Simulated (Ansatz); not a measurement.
# Li on Ta(110): change of the work function, part 2 of 4

Aim: the work function of Ta(110) at several coverages of Li (top site), and the dipole that each adsorbate carries.

Ansatz 0.2.0; plane-wave DFT, PBE-D3(BJ), Ansatz PAW.

So far, work function, upper face (eV): step 2 (the clean slab) 4.76.

**3. Adsorbate added, k-mesh 6×6×1, coverage 0.25 ML**

System of this step: Li/Ta(110). The cell holds 17 atoms: 16 Ta and 1 Li. Cell: a = 5.733 Å, b = 5.733 Å, c = 28.009 Å, α = 90.0°, β = 90.0°, γ = 70.5°. Vacuum lies along c.

The clean slab as it ended is repeated in the plane and the adsorbate is set on one face; the cell's size fixes the coverage, and the k-mesh shrinks with it to keep the sampling density about even. Adsorbate and upper layers relax, since the dipole depends on the height.

Contents of input.yaml:

```yaml
crystal:
  lattice:
    - [4.6810468914, -3.31, 0.0]
    - [4.6810468914, 3.31, 0.0]
    - [0.0, 0.0, 28.0091894206]
  atoms:
    - { symbol: Ta, position: [0.0, 0.0, 0.3213231152] }
    - { symbol: Ta, position: [0.25, 0.25, 0.4048858136] }
    - { symbol: Ta, position: [0.0, 0.0, 0.4873171001] }
    - { symbol: Ta, position: [0.25, 0.25, 0.5669635484] }
    - { symbol: Ta, position: [0.0, 0.5, 0.3213231152] }
    - { symbol: Ta, position: [0.25, 0.75, 0.4048858136] }
    - { symbol: Ta, position: [0.0, 0.5, 0.4873171001] }
    - { symbol: Ta, position: [0.25, 0.75, 0.5669635484] }
    - { symbol: Ta, position: [0.5, 0.0, 0.3213231152] }
    - { symbol: Ta, position: [0.75, 0.25, 0.4048858136] }
    - { symbol: Ta, position: [0.5, 0.0, 0.4873171001] }
    - { symbol: Ta, position: [0.75, 0.25, 0.5669635484] }
    - { symbol: Ta, position: [0.5, 0.5, 0.3213231152] }
    - { symbol: Ta, position: [0.75, 0.75, 0.4048858136] }
    - { symbol: Ta, position: [0.5, 0.5, 0.4873171001] }
    - { symbol: Ta, position: [0.75, 0.75, 0.5669635484] }
    - { symbol: Li, position: [0.25, 0.25, 0.6786768848] }
kpoints:
  mp_grid: { grid: [6, 6, 1] }
hamiltonian:
  xc: pbe
  dispersion: d3bj
scf:
  occupations: { method: fermi_dirac, width: 0.1 }
  convergence: { dr2_threshold: 1.0e-08 }
efield:
  axis: 3
  dipole_correction: true
  ramp_position: 0.97
  ramp_width: 0.06
relax:
  f_tol: 0.02
  max_steps: 60
  constraints: [{ sites: [0, 1, 4, 5, 8, 9, 12, 13] }]
output:
  bader: true
  dos: { projected: true, e_range: [-8, 4] }
  write_potential: true
  write_density: true
  volumetric_format: npy
  elf: true
```

On the command line:

```
ansatz run input.yaml --threads 4 --pin off --max-ram 6144MiB --backend cpu --events-out ev --progress --plain --runs-dir out
```

Numbers of over 12 decimals in the logs are rounded to 6 here.

Output:

```text
[...]
Crystal: 17 atoms, lattice volume = 867.964 Å³
Basis set: ecut = 420 eV, 17005 PW (Γ), exchange–correlation on 80×80×384 points (8 copies of the dense FFT grid, shifted against one another)
Bands: 127, of which v1, the nominal top of the filled ones, is band 106 counted from 1 (105 counted from 0)
Symmetry: 4 space group operations
[...]
k-points: 13 of 36
[...]
SCF iter   1: F=—  HF=-159120.188421 eV  |F-HF|=—  |Δ(HF+E_count)|=         —  Δρ=7.21e-3  dr2=2.69e1  ethr=1.77e-3  p=0.720 e·Å  D=1.50e-1 V/Å  ΔV_dip=-4.20 eV  dr2_dipole=2.03e1  V_vac-E_F(+/−)=0.92/5.13 eV  ⟨swp⟩=14.8  Hψ=9514  notcnv=0
[...]
SCF iter  11: F=-159119.777615 eV  HF=-159119.777615 eV  |F-HF|=3.20e-10  |Δ(HF+E_count)|=   8.03e-9  Δρ=2.52e-7  dr2=1.15e-9  ethr=4.74e-12  p=0.515 e·Å  D=1.07e-1 V/Å  ΔV_dip=-3.01 eV  dr2_dipole=1.91e-11  V_vac-E_F(+/−)=1.78/4.79 eV  ⟨swp⟩=13.0  Hψ=11800  notcnv=0
SCF 1 converged in 11 iterations: F = -159119.777615 eV  dr2 = 1.15e-9
[...]
relax step   1: F+E_penalty+E_count = -159119.77761480 eV  Δ(F+E_penalty+E_count) = +0.000e0 eV  max|allowed force component| = 8.604e-1 eV/Å  Δτ_max = 0.0000 Å  (11 SCF iters, accepted)
[...]
SCF iter   1: F=—  HF=-159120.036606 eV  |F-HF|=—  |Δ(HF+E_count)|=         —  Δρ=4.24e-3  dr2=7.92e-1  ethr=3.29e-4  p=0.515 e·Å  D=1.07e-1 V/Å  ΔV_dip=-3.01 eV  dr2_dipole=6.21e-2  V_vac-E_F(+/−)=1.78/4.79 eV  ⟨swp⟩=1.5  Hψ=5146  notcnv=0  defer=1
[...]
eigensolver tolerance schedule calibrated: the retry pair's looser diagonalisation under-reported the residual by θ = 0.12 (0.13/decade); ethr = c·dr2/N_el runs at the constant in force after the calibration composes with the one it found (an armed cap, an earlier calibration), c = 6.2e-2
[...]
SCF iter   2: F=—  HF=-159119.990059 eV  |F-HF|=—  |Δ(HF+E_count)|=   4.65e-2  Δρ=1.88e-3  dr2=8.61e-2  ethr=2.34e-4  p=0.505 e·Å  D=1.05e-1 V/Å  ΔV_dip=-2.95 eV  dr2_dipole=8.88e-5  V_vac-E_F(+/−)=1.85/4.80 eV  ⟨swp⟩=2.8  Hψ=2856  notcnv=0  defer=1
[...]
SCF iter   9: F=-159119.978686 eV  HF=-159119.978686 eV  |F-HF|=5.18e-9  |Δ(HF+E_count)|=   6.88e-8  Δρ=6.08e-7  dr2=5.38e-9  ethr=2.96e-12  p=0.494 e·Å  D=1.03e-1 V/Å  ΔV_dip=-2.89 eV  dr2_dipole=2.24e-11  V_vac-E_F(+/−)=1.91/4.79 eV  ⟨swp⟩=14.1  Hψ=13169  notcnv=0
SCF 2 converged in 9 iterations: F = -159119.978686 eV  dr2 = 5.38e-9
relax step   2: F+E_penalty+E_count = -159119.97868630 eV  Δ(F+E_penalty+E_count) = -2.011e-1 eV  max|allowed force component| = 8.561e-1 eV/Å  Δτ_max = 0.1948 Å  (9 SCF iters, accepted)
SCF iter   1: F=—  HF=-159120.141517 eV  |F-HF|=—  |Δ(HF+E_count)|=         —  Δρ=2.31e-3  dr2=7.07e-1  ethr=2.27e-3  p=0.494 e·Å  D=1.03e-1 V/Å  ΔV_dip=-2.89 eV  dr2_dipole=2.00e-1  V_vac-E_F(+/−)=1.92/4.80 eV  ⟨swp⟩=4.2  Hψ=2968  notcnv=0
[...]
SCF iter   8: F=-159120.126735 eV  HF=-159120.126735 eV  |F-HF|=1.02e-8  |Δ(HF+E_count)|=   6.54e-8  Δρ=6.47e-7  dr2=8.45e-9  ethr=4.74e-12  p=0.455 e·Å  D=9.49e-2 V/Å  ΔV_dip=-2.66 eV  dr2_dipole=1.65e-11  V_vac-E_F(+/−)=2.13/4.79 eV  ⟨swp⟩=13.5  Hψ=13264  notcnv=0
SCF 3 converged in 8 iterations: F = -159120.126735 eV  dr2 = 8.45e-9
relax step   3: F+E_penalty+E_count = -159120.12673464 eV  Δ(F+E_penalty+E_count) = -1.480e-1 eV  max|allowed force component| = 4.028e-1 eV/Å  Δτ_max = 0.1975 Å  (8 SCF iters, accepted)
[...]
relax step   4: F+E_penalty+E_count = -159120.18111978 eV  Δ(F+E_penalty+E_count) = -5.439e-2 eV  max|allowed force component| = 2.234e-1 eV/Å  Δτ_max = 0.1954 Å  (8 SCF iters, accepted)
[...]
relax step   5: F+E_penalty+E_count = -159120.18584655 eV  Δ(F+E_penalty+E_count) = -4.727e-3 eV  max|allowed force component| = 2.324e-2 eV/Å  Δτ_max = 0.0384 Å  (8 SCF iters, accepted)
SCF iter   1: F=—  HF=-159120.186042 eV  |F-HF|=—  |Δ(HF+E_count)|=         —  Δρ=1.44e-4  dr2=1.96e-3  ethr=4.07e-6  p=0.415 e·Å  D=8.65e-2 V/Å  ΔV_dip=-2.42 eV  dr2_dipole=3.35e-4  V_vac-E_F(+/−)=2.38/4.80 eV  ⟨swp⟩=2.0  Hψ=2376  notcnv=0
[...]
SCF iter   6: F=-159120.185942 eV  HF=-159120.185942 eV  |F-HF|=5.68e-9  |Δ(HF+E_count)|=   3.84e-8  Δρ=3.46e-7  dr2=2.21e-9  ethr=4.74e-12  p=0.414 e·Å  D=8.63e-2 V/Å  ΔV_dip=-2.42 eV  dr2_dipole=6.11e-12  V_vac-E_F(+/−)=2.38/4.80 eV  ⟨swp⟩=10.6  Hψ=11564  notcnv=0
SCF 6 converged in 6 iterations: F = -159120.185942 eV  dr2 = 2.21e-9
relax step   6: F+E_penalty+E_count = -159120.18594201 eV  Δ(F+E_penalty+E_count) = -9.546e-5 eV  max|allowed force component| = 2.449e-3 eV/Å  Δτ_max = 0.0038 Å  (6 SCF iters, accepted)
NSCF: frozen V_eff on 13 k-points
[...]
WARN: The output density's exchange-correlation potential varies sharply where the density is thin. Do not read a vacuum level from v_tot or v_xc, or from such a field of the output density. On a cell that repeats whose density bears no net charge and no dipole along the vacuum's axis use v_es (v_loc + v_h of the components); under efield.dipole_correction with no amplitude use v_es + v_field, which holds any externa [...]
SCF converged after 6 iterations
Free energy (F): -159120.185942 eV
[...]
Internal energy: -159119.471685 eV  (E = F + TS)
E sigma→0 (E₀):  -159119.828814 eV
Entropy (-TS):   -0.714257 eV (-42.015 meV/atom)
Fermi energy:    4.070298 eV
Dipole field:    D = 0.086319 V/Å  (p = 0.414045 e·Å, saw-weighted, corrected)
Work function:   Φ+ = 2.3826 eV   Φ− = 4.8003 eV
[...]
--- Forces (eV/Å), atoms counted from 1 ---
  atom   1  Ta     0.00872730    -0.00000000     0.54272234
  atom   2  Ta     0.00000000    -0.00000000    -0.58836394
  atom   3  Ta     0.00244864     0.00000000    -0.00038343
  atom   4  Ta     0.00000000    -0.00000000    -0.00208511
  atom   5  Ta    -0.00000000    -0.03070056     0.55136315
  atom   6  Ta     0.00000000     0.00000000    -0.52085034
  atom   7  Ta     0.00000000     0.00077047     0.00049703
  atom   8  Ta    -0.00000000    -0.00000000     0.00071450
  atom   9  Ta    -0.00000000     0.03070056     0.55136315
  atom  10  Ta     0.00000000     0.00000000    -0.52085034
  atom  11  Ta    -0.00000000    -0.00077047     0.00049703
  atom  12  Ta     0.00000000    -0.00000000     0.00071450
  atom  13  Ta    -0.00872730     0.00000000     0.54272234
  atom  14  Ta     0.00000000    -0.00000000    -0.56077278
  atom  15  Ta    -0.00244864    -0.00000000    -0.00038343
  atom  16  Ta    -0.00000000     0.00000000     0.00147152
  atom  17  Li    -0.00000000    -0.00000000     0.00162813
  max |Σ_I F_I| component: 4.32e-6 eV/Å
--- Band table (eV; the first three rows and the last of 13) ---
  k-point 0: bands = [... 102 lower, 4.2119, 4.3857, 4.5250, 4.6837, 4.9953, 5.0595, 5.0988, 5.1397, ... 17 higher]
  k-point 1: bands = [... 102 lower, 4.0304, 4.1643, 4.4548, 4.5551, 4.6699, 4.7098, 4.8525, 4.8652, ... 17 higher]
  k-point 2: bands = [... 102 lower, 3.7931, 3.8815, 3.8904, 3.9036, 4.0235, 4.1093, 4.1438, 4.2701, ... 17 higher]
  k-point 12: bands = [... 102 lower, 4.0105, 4.1555, 4.1872, 4.2210, 4.2269, 4.2349, 4.3485, 4.4391, ... 17 higher]
--- Relaxed structure (6 steps of the walk, 6 accepted, 0 SCFs on fresh bases) ---
  F+E_penalty+E_count = -159120.18594201 eV   max|allowed force component| = 2.449e-3 eV/Å
  atoms:
    - { symbol: Ta, position: [0.0, 0.0, 0.3213231152] }
    - { symbol: Ta, position: [0.250000, 0.250000, 0.404886] }
    - { symbol: Ta, position: [0.000516398, 0.000516398, 0.487657] }
    - { symbol: Ta, position: [0.250000, 0.250000, 0.563114] }
    - { symbol: Ta, position: [-2.7755575615628914e-17, 0.5, 0.3213231152] }
    - { symbol: Ta, position: [0.25, 0.750000, 0.404886] }
    - { symbol: Ta, position: [-0.00422853, 0.504229, 0.486623] }
    - { symbol: Ta, position: [0.25, 0.750000, 0.569034] }
    - { symbol: Ta, position: [0.5, -2.7755575615628914e-17, 0.3213231152] }
    - { symbol: Ta, position: [0.750000, 0.25, 0.404886] }
    - { symbol: Ta, position: [0.504229, -0.00422853, 0.486623] }
    - { symbol: Ta, position: [0.750000, 0.25, 0.569034] }
    - { symbol: Ta, position: [0.500000, 0.500000, 0.3213231152] }
    - { symbol: Ta, position: [0.750000, 0.750000, 0.404886] }
    - { symbol: Ta, position: [0.499484, 0.499484, 0.487657] }
    - { symbol: Ta, position: [0.750000, 0.750000, 0.569810] }
    - { symbol: Li, position: [0.250000, 0.250000, 0.656381] }
--- Bader charges: 17 sites ---
  site symbol  charge [e]  shift [e]
     0     Ta     -0.1080     0.0000
     1     Ta      0.0973     0.0000
     2     Ta      0.1132     0.0000
     3     Ta     -0.6951     0.0005
     4     Ta     -0.1052     0.0000
     5     Ta      0.1068     0.0000
     6     Ta      0.0810     0.0000
     7     Ta     -0.1792     0.0001
     8     Ta     -0.1052     0.0000
     9     Ta      0.1067     0.0000
    10     Ta      0.0810     0.0000
    11     Ta     -0.1791     0.0001
    12     Ta     -0.1080     0.0000
    13     Ta      0.1069     0.0000
    14     Ta      0.1132     0.0000
    15     Ta     -0.1624     0.0000
    16     Li      0.8363     0.0007
  estimated error of the sums over rays = 7.9e-4 e
```

Elapsed: 5.4 min, on 4 threads of Arm Neoverse V1, shared host; peak memory 3 GiB.

Step by step:

```csv
step,energy less that of the first step (eV),largest force component (eV/Å)
1,0.0000,0.8604
2,-0.2011,0.8561
3,-0.3491,0.4028
4,-0.4035,0.2234
5,-0.4082,0.0232
6,-0.4083,0.0024
```

Forces are held to the 4 operations that the run works with; a distortion that breaks them can't arise in this run.

The atoms that moved most (Å):

```csv
atom,dx,dy,dz,length
Li17,0.000,0.000,-0.625,0.625
Ta4,0.000,0.000,-0.108,0.108
Ta16,0.000,0.000,0.080,0.080
Ta12,0.000,0.000,0.058,0.058
Ta8,0.000,0.000,0.058,0.058
Ta7,0.000,0.028,-0.019,0.034
Ta11,0.000,-0.028,-0.019,0.034
Ta15,-0.005,0.000,0.010,0.011
```

Final coordinates:

```cif
data_structure
_symmetry_space_group_name_H-M 'P 1'
_symmetry_Int_Tables_number 1
_cell_length_a 5.7331
_cell_length_b 5.7331
_cell_length_c 28.0092
_cell_angle_alpha 90.000
_cell_angle_beta 90.000
_cell_angle_gamma 70.529
_cell_volume 867.96
loop_
_atom_site_label
_atom_site_type_symbol
_atom_site_fract_x
_atom_site_fract_y
_atom_site_fract_z
_atom_site_occupancy
Ta1 Ta 0.00000 0.00000 0.32132 1
Ta2 Ta 0.25000 0.25000 0.40489 1
Ta3 Ta 0.00052 0.00052 0.48766 1
Ta4 Ta 0.25000 0.25000 0.56311 1
Ta5 Ta 0.00000 0.50000 0.32132 1
Ta6 Ta 0.25000 0.75000 0.40489 1
Ta7 Ta 0.99577 0.50423 0.48662 1
Ta8 Ta 0.25000 0.75000 0.56903 1
Ta9 Ta 0.50000 0.00000 0.32132 1
Ta10 Ta 0.75000 0.25000 0.40489 1
Ta11 Ta 0.50423 0.99577 0.48662 1
Ta12 Ta 0.75000 0.25000 0.56903 1
Ta13 Ta 0.50000 0.50000 0.32132 1
Ta14 Ta 0.75000 0.75000 0.40489 1
Ta15 Ta 0.49948 0.49948 0.48766 1
Ta16 Ta 0.75000 0.75000 0.56981 1
Li17 Li 0.25000 0.25000 0.65638 1
```

This step gave:

| Quantity | Value |
| --- | --- |
| energy at zero smearing | -159119.8288 eV |
| work function, upper face | 2.383 eV |
| work function, lower face | 4.800 eV |
| dipole along the normal | 0.4140 e·Å |
| step between the vacuum levels | -2.418 eV |

Running mean over 2.341 Å of the planar mean; the ramp of the sawtooth is left out. Table of electron's electrostatic potential energy less the Fermi level by z:

```csv
z (Å),electron's electrostatic potential energy less the Fermi level (eV)
4,4.80
5,4.78
6,4.61
7,2.97
8,-5.20
9,-10.1
10,-10.0
11,-9.98
12,-10.2
13,-10.2
14,-10.3
15,-10.8
16,-10.0
17,-4.64
18,1.52
19,1.95
20,2.23
21,2.36
22,2.38
23,2.38
24,2.38
```

The density of states has structure finer than the step of the table below, so its rows give means over 0.25 eV, whole bins alone (the curve runs from -8 to 1.92 eV). Peaks (eV: height): -1.500: 41.7, -1.260: 43.0, -1.110: 35.2, -0.990: 33.0, -0.930: 30.5, -0.810: 33.0, -0.300: 32.4.

Density of states against energy, zero at the Fermi level; means over each step:

```csv
energy (eV),density of states (states/eV a cell)
-7.75,0
-7.50,0.254
-7.25,0.895
-7.00,0.869
-6.75,0.943
-6.50,0.944
-6.25,1.67
-6.00,2.32
-5.75,2.35
-5.50,2.44
-5.25,1.49
-5.00,3.46
-4.75,4.48
-4.50,4.96
-4.25,7.29
-4.00,10.0
-3.75,11.1
-3.50,10.2
-3.25,14.8
-3.00,18.6
-2.75,14.3
-2.50,10.9
-2.25,9.92
-2.00,8.19
-1.75,8.40
-1.50,30.0
-1.25,32.9
-1.00,27.1
-0.75,24.1
-0.50,23.2
-0.25,26.8
0.00,21.4
0.25,18.2
0.50,11.5
0.75,12.8
1.00,14.0
1.25,11.2
1.50,12.1
1.75,12.4
```

Projected DOS per atom over height of the atomic layer and energy from the Fermi level. Layers: Ta4 Ta4 Ta4 Ta4 Li from below.

Ten even steps from '_' (0.00 states/eV) to '@' (2.04 states/eV), each cell a mean:
```
==::..----
--::::==..
==::::==__
++----==__
%%**++##__
@@**++**__
%%##**@@::
##%%%%%%..
......::__
----::--__
==++++==__
--==++==__
::----::__
..::--..__
........__
__________
__________
__________
__________
__________
__________
__________
```
Columns: height of the atomic layer (Å) from 9 to 18.4; rows upwards: energy from the Fermi level (eV) from -7.96 to 1.84.

Valence density in the ca plane at fractional y = 0.250, with atoms of Ta and Li within 0.2 Å of it. It is the smooth field of the valence electrons, not physical close to the nuclei.

Values in e/Å³, 8 rows by 16 columns, each cell a mean:
```
0.3 0.4 0.9 0.3 0.3 0.3 0.7 0.6 0.1 0.0 0.0 0.0 0.0 0.0 0.0 0.0
0.2 1.7 3.7 0.6 0.2 0.3 3.0 2.6 0.1 0.0 0.0 0.0 0.0 0.0 0.0 0.0
0.2 1.3 3.2 0.5 0.2 0.3 2.5 2.1 0.1 0.0 0.0 0.0 0.0 0.0 0.0 0.0
0.3 0.3 0.5 0.3 0.3 0.3 0.4 0.3 0.1 0.0 0.0 0.0 0.0 0.0 0.0 0.0
0.3 0.4 0.9 0.3 0.3 0.3 0.8 0.4 0.1 0.0 0.0 0.0 0.0 0.0 0.0 0.0
0.2 1.7 3.8 0.6 0.2 0.4 3.5 2.0 0.2 2.9 0.0 0.0 0.0 0.0 0.0 0.0
0.2 1.3 3.2 0.5 0.2 0.4 3.0 1.6 0.2 1.5 0.0 0.0 0.0 0.0 0.0 0.0
0.3 0.3 0.5 0.3 0.3 0.3 0.5 0.3 0.1 0.0 0.0 0.0 0.0 0.0 0.0 0.0
```
Columns run along c (16.0 Å, from fractional 0.33 to 0.90 of the cell), rows up along a (5.7 Å). Atoms in or near the plane, at fractional coordinates: Ta at (0.40, 0.25), Ta at (0.56, 0.25), Ta at (0.40, 0.75), Ta at (0.57, 0.75), Li at (0.66, 0.25).

ELF in the ca plane at fractional y = 0.250, with atoms of Ta and Li within 0.2 Å of it. It is the smooth field of the valence electrons, not physical close to the nuclei.

Ten even steps from '0' (0.00 × 1e-1) to '9' (9.75 × 1e-1), each cell a mean:
```
34442222354323454322223455432100000000000000
34422564234333442356411233221000000000000000
44325656424434542655741111110000000000000000
45326415524444533632651111100000000000000000
44325656424434542665641111110000000000000000
34422554234333442355411233221000000000000000
34442222355333454333224454432100000000000000
34443223455333454332345654221100000000000000
34432333244333442333224520000000000000000000
34324666324434433666423203410000000000000000
45326526524444425625622039960000000000000000
45326526524444425625622039960000000000000000
34324676324434433666423203400000000000000000
34432332244333442233224520000000000000000000
34443223455333454333345654221100000000000000
```
Columns run along c (16.0 Å, from fractional 0.33 to 0.90 of the cell), rows up along a (5.7 Å). Atoms in or near the plane, at fractional coordinates: Ta at (0.40, 0.25), Ta at (0.56, 0.25), Ta at (0.40, 0.75), Ta at (0.57, 0.75), Li at (0.66, 0.25).

Electrostatic potential energy in the ca plane at fractional y = 0.250, with atoms of Ta and Li within 0.2 Å of it. With pseudopotentials it is smooth inside the atoms' cores, unlike the true potential.

Values in eV, 8 rows by 16 columns, each cell a mean:
```
  3  -2 -12   3   2   4  -8  -6   6   7   7   7   7   7   7   7
  4 -22 -50  -5   5   2 -41 -36   4   8   7   7   7   7   7   7
  4 -17 -42  -3   4   3 -34 -29   4   8   7   7   7   7   7   7
  3   2  -4   4   2   4  -2  -1   7   7   7   7   7   7   7   7
  3  -2 -12   3   3   3 -10  -3   5   2   4   6   7   7   7   7
  4 -22 -50  -5   5  -2 -47 -27  -2 -23   1   6   7   7   7   7
  4 -17 -42  -3   5   0 -39 -21   0 -15   2   6   7   7   7   7
  3   2  -4   4   2   4  -3   1   6   4   5   6   7   7   7   7
```
Columns run along c (16.0 Å, from fractional 0.33 to 0.90 of the cell; values clipped at the 3rd and 97th percentile), rows up along a (5.7 Å). Atoms in or near the plane, at fractional coordinates: Ta at (0.40, 0.25), Ta at (0.56, 0.25), Ta at (0.40, 0.75), Ta at (0.57, 0.75), Li at (0.66, 0.25).

The relaxation took 6 steps and lowered the energy by 0.41 eV; the largest force on the free atoms ends at 0.0024 eV/Å.

By hand: a sheet of dipoles makes a step −p/(ε₀A) in the electron's potential. With e/ε₀ = 180.95 V·Å, p = 0.4140 e·Å and A = 30.99 Å², that is −180.95 × (0.4140) / 30.99 = -2.418 eV, and the two vacuum levels of the run differ by -2.418 eV.

The covered face has 2.38 eV, -2.37 eV against the clean one; the bare back face has moved by -0.03 eV, a measure of how thin the slab is.

(Part 2 of 4 ends here.)

[Logs are printed without paths, hosts, clocks, repeated set-up lines and the standing remarks that a program may print on its own settings, such as how far it seeks lower states.]

[Hosts, paths, dates, database ids (printed as entryN), source tags and the programs' standing remarks are cut or masked in the printed files.]

[Maps of the electrostatic potential energy from Ansatz leave out the sawtooth potential of an applied field or a dipole correction, so their vacuum need not be flat; planar profiles and work functions include it.]

[The density of states shown here was stored with 400 of the rows of the run's finer table, so its peaks can read low, often by over a quarter, or be missed, and its means over a window can be off by a tenth or more.]
